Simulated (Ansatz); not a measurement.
# Se on Ru(0001): change of the work function, part 2 of 2

Wanted: Δφ(θ) for Se/Ru(0001), starting from the fcc site.

Ansatz 0.2.0; plane-wave DFT, PBE, Ansatz PAW.

So far, work function, upper face (eV): step 2 (the clean slab) 5.05; step 3 (17 atoms, coverage 0.25 ML, cell 2x2) 4.91.

## (4) The covered slab, k-mesh 12×12×1, coverage 1 ML

System of this step: Se/Ru(0001). The cell holds 5 atoms: 4 Ru and 1 Se. Cell: a = 2.700 Å, b = 2.700 Å, c = 26.634 Å, α = 90.0°, β = 90.0°, γ = 60.0°. Vacuum lies along c.

Another coverage, to see how the dipoles act on each other as their distance changes.

The input, input.yaml:

```yaml
crystal:
  lattice:
    - [2.7, 0.0, 0.0]
    - [1.35, 2.3382685902, 0.0]
    - [0.0, 0.0, 26.634417116]
  atoms:
    - { symbol: Ru, position: [0.6666666667, 0.6666666667, 0.3379086526] }
    - { symbol: Ru, position: [0.0, 0.0, 0.4181957485] }
    - { symbol: Ru, position: [0.6666666667, 0.6666666667, 0.4992108028] }
    - { symbol: Ru, position: [0.0, 0.0, 0.5774974233] }
    - { symbol: Se, position: [0.3333333333, 0.3333333333, 0.6620913474] }
kpoints:
  mp_grid: { grid: [12, 12, 1] }
hamiltonian:
  xc: pbe
scf:
  occupations: { method: fermi_dirac, width: 0.1 }
  convergence: { dr2_threshold: 1.0e-08 }
efield:
  axis: 3
  dipole_correction: true
  ramp_position: 0.97
  ramp_width: 0.06
relax:
  f_tol: 0.02
  max_steps: 60
  constraints: [{ sites: [0, 1] }]
output:
  write_potential: true
  write_density: true
  volumetric_format: npy
```

Run with:

```
ansatz run input.yaml --threads 4 --pin off --max-ram 6144MiB --backend cpu --events-out ev --progress --plain --runs-dir out
```

Elapsed: 17 s, on 4 threads of Arm Neoverse V2, shared host; peak memory 0.52 GiB; 64 s of CPU time.

The steps of the relaxation:

```
step  energy less that of the first step (eV)  largest force component (eV/Å)
   1                                   0.0000                          0.7373
   2                                  -0.0457                          0.3276
   3                                  -0.0530                          0.1192
   4                                  -0.0558                          0.0222
   5                                  -0.0558                          0.0011
```

Forces are held to the 6 operations that the run works with; a distortion that breaks them can't arise in this run.

The atoms that moved most (Å):

```
atom     dx     dy      dz  length
 Se5  0.000  0.000  -0.108   0.108
 Ru4  0.000  0.000   0.070   0.070
 Ru3  0.000  0.000  -0.011   0.011
```

Final coordinates:

```
Ru Se
1.0
     2.70000    0.00000    0.00000
     1.35000    2.33827    0.00000
     0.00000    0.00000   26.63442
Ru Se
4 1
Direct
  0.66667 0.66667 0.33791
  0.00000 0.00000 0.41820
  0.66667 0.66667 0.49881
  0.00000 0.00000 0.58011
  0.33333 0.33333 0.65802
```

Numbers from this step:

```
energy at zero smearing        : -28981.9356 eV
work function, upper face      : 3.741 eV
work function, lower face      : 5.052 eV
dipole along the normal        : 0.04577 e·Å
step between the vacuum levels : -1.312 eV
```

Running mean over 2.138 Å of the planar mean; the ramp of the sawtooth is left out. Electron's electrostatic potential energy less the Fermi level against z:

z (Å), electron's electrostatic potential energy less the Fermi level (eV) and a bar from the least value:
```
      3.5        5.1 ##############################
      4.0        5.1 ##############################
      4.5        5.1 ##############################
      5.0        5.0 ##############################
      5.5        5.0 ##############################
      6.0        5.0 ##############################
      6.5        4.7 ##############################
      7.0        3.9 ############################
      7.5        0.7 ########################
      8.0       -6.3 #############
      8.5      -12.3 ####
      9.0      -14.3 #
      9.5      -14.5 #
     10.0      -14.7 #
     10.5      -14.8 
     11.0      -14.9 
     11.5      -14.8 
     12.0      -14.8 
     12.5      -14.7 
     13.0      -14.8 
     13.5      -14.7 
     14.0      -14.5 #
     14.5      -14.4 #
     15.0      -14.7 #
     15.5      -15.0 
     16.0      -15.0 
     16.5      -11.9 #####
     17.0       -8.4 ##########
     17.5       -7.3 ############
     18.0       -5.6 ##############
     18.5       -2.6 ###################
     19.0        0.6 #######################
     19.5        2.9 ###########################
     20.0        3.6 ############################
     20.5        3.7 ############################
     21.0        3.7 ############################
     21.5        3.7 ############################
     22.0        3.7 ############################
     22.5        3.7 ############################
     23.0        3.7 ############################
     23.5        3.7 ############################
```

The relaxation took 5 steps and lowered the energy by 0.056 eV; the largest force on the free atoms ends at 0.0011 eV/Å.

The covered face has 3.74 eV, -1.31 eV against the clean one; the bare back face has moved by -0.02 eV, a measure of how thin the slab is.

## (5) Work function against coverage

This step: plane-wave DFT, PBE, Ansatz PAW; work function against coverage (Ansatz 0.2.0).

The runs are now put side by side.

Numbers from this step:

- work function of the clean face: 5.046 eV
- largest change of the work function: -1.305 eV

The work function of the covered face by coverage:

```
coverage (adsorbates/nm²)  work function of the covered face (eV)
                     0.00                                    5.05
                     3.96                                    4.91
                    15.84                                    3.74
```

The dipole per adsorbate comes from the change of the cell's dipole. Coverage, by row:

```
coverage (1/nm²)  coverage (ML)  work function (eV)  change (eV)  dipole per adsorbate, positive end outwards (debye)  mean height of the added atoms over the highest substrate atom (Å)
            3.96           0.25               4.914      -0.1314                                                0.074                                                                1.93
           15.84              1               3.741       -1.305                                                0.215                                                               2.075
```

## (6) Summary of results

```json
{
 "work function of the clean face": "5.05 eV",
 "work function at 0.25 ML": "4.91 eV",
 "work function at 1 ML": "3.74 eV",
 "dipole per adsorbate at 0.25 ML, positive end outwards": "0.07 D"
}
```

**Reading.** At the lowest coverage Se changes the work function of Ru(0001) by under 0.15 eV, within the error of so thin a slab; the largest change, -1.31 eV, comes at higher coverage. At the highest coverage the adsorbates are pressed to about 2.7 Å, closer than unbonded atoms of this kind usually come, so a real layer may not reach it. The slab has 4 layers, at the tabulated experimental lattice constant, one starting site was run, and quantum-size effects of a slab this thin can reach one or two tenths of an eV.

[Logs are printed without paths, hosts, clocks, repeated set-up lines and the standing remarks that a program may print on its own settings, such as how far it seeks lower states.]

[Hosts, paths, dates, database ids (printed as entryN), source tags and the programs' standing remarks are cut or masked in the printed files.]

[Maps of the electrostatic potential energy from Ansatz leave out the sawtooth potential of an applied field or a dipole correction, so their vacuum need not be flat; planar profiles and work functions include it.]
